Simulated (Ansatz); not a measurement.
# Ir wire along [110], 17 atoms a period: bands along the axis, part 2 of 2

Aim: is the Ir wire along [110], 17 atoms a period a metal or a semiconductor?

Ansatz 0.2.0; DFT PBE, plane waves, PAW; relaxation of a wire's period; PAW set soft_1 (the session's first sound run).

So far: The structure; Relaxing the period.

### Step 2. Relaxing the period (continued)

Step by step:

| step | energy less that of the first step (eV) | largest force component (eV/Å) | pressure (GPa) | volume (Å³) |
| --- | --- | --- | --- | --- |
| 1 | 0.0000 | 1.8057 | -7.58 | 597.23 |
| 2 | -0.6042 | 1.6376 | 6.99 | 568.79 |
| 3 | -1.3274 | 0.3013 | -1.15 | 583.33 |
| 4 | -1.3578 | 0.0746 | -0.07 | 581.26 |
| 5 | -1.3632 | 0.0211 | -0.01 | 580.86 |
| 6 | -1.3635 | 0.0060 | -0.04 | 580.98 |
| 7* | -1.3596 | 0.0060 | -0.04 | 580.98 |

Relaxation steps marked * repeat the geometry before them on a plane-wave basis chosen anew for their cell, so energy and pressure can jump there.

Forces are held to the 8 operations that the run works with; a distortion that breaks them can't arise in this run.

| cell as run | before | after | change |
| --- | --- | --- | --- |
| c (Å) | 2.737 | 2.662 | -2.7 % |

The atoms that moved most (Å, along periodic axes as changes of fractional coordinates times the final cell, across vacuum about the mean position):

| atom | dx | dy | dz | length |
| --- | --- | --- | --- | --- |
| Ir11 | 0.055 | 0.146 | 0.000 | 0.156 |
| Ir7 | -0.055 | 0.146 | 0.000 | 0.156 |
| Ir14 | 0.055 | -0.146 | 0.000 | 0.156 |
| Ir10 | -0.055 | -0.146 | 0.000 | 0.156 |
| Ir5 | -0.045 | 0.064 | 0.000 | 0.078 |
| Ir1 | 0.045 | 0.064 | 0.000 | 0.078 |
| Ir17 | -0.045 | -0.064 | 0.000 | 0.078 |
| Ir15 | 0.045 | -0.064 | 0.000 | 0.078 |

Numbers from this step:

* energy at zero smearing: -202909.0701 eV
* cell length along the wire: 2.662 Å

The cell's length comes to 2.662 Å with spin left out.

### Step 3. Bands of the perfect wire

This step: DFT PBE, plane waves, PAW; bands of a perfect wire; PAW set soft_1 (Ansatz 0.2.0).

At the relaxed period the bands are computed along the axis; those that cross an energy going forward count the channels that a perfect wire would open there.

input.yaml reads:

```yaml
crystal:
  lattice:
    - [14.54, 0.0, 0.0]
    - [0.0, 15.01, 0.0]
    - [0.0, 0.0, 2.6620565817]
  atoms:
    - { symbol: Ir, position: [0.236926327, 0.321953869, 0.0] }
    - { symbol: Ir, position: [0.236395967, 0.499983669, 0.0] }
    - { symbol: Ir, position: [0.5, 0.313335444, 0.0] }
    - { symbol: Ir, position: [0.5, 0.499983669, 0.0] }
    - { symbol: Ir, position: [0.763073673, 0.321953869, 0.0] }
    - { symbol: Ir, position: [0.763604033, 0.499983669, 0.0] }
    - { symbol: Ir, position: [0.363151847, 0.236247591, 0.5] }
    - { symbol: Ir, position: [0.367038589, 0.411511681, 0.5] }
    - { symbol: Ir, position: [0.367038589, 0.588455656, 0.5] }
    - { symbol: Ir, position: [0.363151847, 0.763719746, 0.5] }
    - { symbol: Ir, position: [0.636848153, 0.236247591, 0.5] }
    - { symbol: Ir, position: [0.632961411, 0.411511681, 0.5] }
    - { symbol: Ir, position: [0.632961411, 0.588455656, 0.5] }
    - { symbol: Ir, position: [0.636848153, 0.763719746, 0.5] }
    - { symbol: Ir, position: [0.236926327, 0.678013468, 0.0] }
    - { symbol: Ir, position: [0.5, 0.686631894, 0.0] }
    - { symbol: Ir, position: [0.763073673, 0.678013468, 0.0] }
kpoints:
  mp_grid: { grid: [1, 1, 31] }
  band_path: { path: ["Γ", Z], npoints: 90 }
scf:
  occupations: { method: fermi_dirac, width: 0.05 }
hamiltonian:
  xc: pbe
  pseudopotentials: { kind: paw, azcp: { folder: soft_1 } }
output:
  dos: { e_range: [-5, 4] }
  write_potential: true
  write_density: true
  volumetric_format: npy
```

Command:

```bash
> ansatz run input.yaml --threads 4 --pin off --max-ram 16384MiB --backend cpu --events-out ev --progress --plain --runs-dir out
```

Numbers of over 12 decimals in the logs are rounded to 6 here.

The log of the run:

```text
[...]
Crystal: 17 atoms, lattice volume = 580.982 Å³
Basis set: ecut = 420 eV, 11435 PW (Γ)
Bands: 174, of which v1, the nominal top of the filled ones, is band 145 counted from 1 (144 counted from 0)
Symmetry: 8 space group operations
[...]
k-points: 16 of 31
[...]
SCF iter   1: F=—  HF=-202912.038500 eV  |F-HF|=—  |Δ(HF+E_count)|=         —  Δρ=3.19e-2  dr2=1.33e1  ethr=3.10e-3  ⟨swp⟩=7.7  Hψ=11627  notcnv=0  defer=51
[...]
SCF iter  11: F=-202909.144073 eV  HF=-202909.144073 eV  |F-HF|=3.93e-9  |Δ(HF+E_count)|=   4.43e-8  Δρ=1.43e-6  dr2=2.08e-8  ethr=3.46e-11  ⟨swp⟩=12.6  Hψ=8460  notcnv=0
SCF 1 converged in 11 iterations: F = -202909.144073 eV  dr2 = 2.08e-8
[...]
NSCF: frozen V_eff on 91 k-points
WARN: The output density's exchange-correlation potential varies sharply where the density is thin. Do not read a vacuum level from v_tot or v_xc, or from such a field of the output density. On a cell that repeats whose density bears no net charge and no dipole along the vacuum's axis use v_es (v_loc + v_h of the components); under efield.dipole_correction with no amplitude use v_es + v_field, which holds any externa [...]
SCF converged after 11 iterations
Free energy (F): -202909.144073 eV
[...]
Internal energy: -202908.977951 eV  (E = F + TS)
E sigma→0 (E₀):  -202909.061012 eV
Entropy (-TS):   -0.166122 eV (-9.772 meV/atom)
Fermi energy:    7.548030 eV
[...]
--- Band table (eV; the first three rows and the last of 16) ---
  k-point 0: bands = [... 141 lower, 7.0982, 7.1275, 7.1550, 7.1787, 7.3202, 7.6772, 7.6829, 7.7167, ... 25 higher]
  k-point 1: bands = [... 141 lower, 7.0271, 7.1246, 7.1411, 7.1835, 7.3136, 7.5420, 7.6802, 7.7508, ... 25 higher]
  k-point 2: bands = [... 141 lower, 7.0235, 7.0860, 7.2289, 7.2644, 7.2955, 7.3677, 7.6699, 7.6959, ... 25 higher]
  k-point 15: bands = [... 141 lower, 8.0138, 8.0967, 8.1435, 8.4133, 8.4511, 8.4846, 8.5198, 8.7274, ... 25 higher]
```

It took 2.3 min on 4 threads of Intel Xeon Platinum 8375C at 2.90GHz (Ice Lake), shared host; peak memory 4.8 GiB; 8.9 min of CPU time.

This step gave:

```yaml
energy_at_zero_smearing: -202909.0610 eV
band_gap: 0 eV
```

Electronic bands along the path, in eV, zero at the Fermi level; # counts the bands kept:

| point | #49 | #50 | #51 | #52 | #53 | #54 | #55 | #56 |
| --- | --- | --- | --- | --- | --- | --- | --- | --- |
| Γ | -0.42 | -0.39 | -0.37 | -0.23 | 0.13 | 0.13 | 0.17 | 0.20 |
| halfway | -0.49 | -0.48 | -0.36 | -0.10 | -0.03 | 0.01 | 0.09 | 0.16 |
| Z | 0.55 | 0.60 | 0.87 | 0.91 | 0.95 | 0.98 | 1.19 | 1.40 |

Between Γ and Z the bands cross the Fermi level 15 times, so a perfect wire would conduct at least 15 G₀, with spin left out.

### Step 4. Outcome

```yaml
cell_length_pbe: 2.662 Å
ballistic_conductance_by_band_crossings_a_lower_bound_pbe: 15 G₀
```

In words: Under PBE the cell's length is 2.66 Å, and the bands cross the Fermi level 15 times between Γ and Z, which gives a perfect wire at least 15 G₀ (opposite crossings within one step of the path cancel in such a count). No spin was allowed, though thin wires with open d shells can turn magnetic. Spin-orbit coupling is left out, which matters for the bands of heavy atoms.

[Logs are printed without paths, hosts, clocks, repeated set-up lines and the standing remarks that a program may print on its own settings, such as how far it seeks lower states.]

[Hosts, paths, dates, database ids (printed as entryN), source tags and the programs' standing remarks are cut or masked in the printed files.]
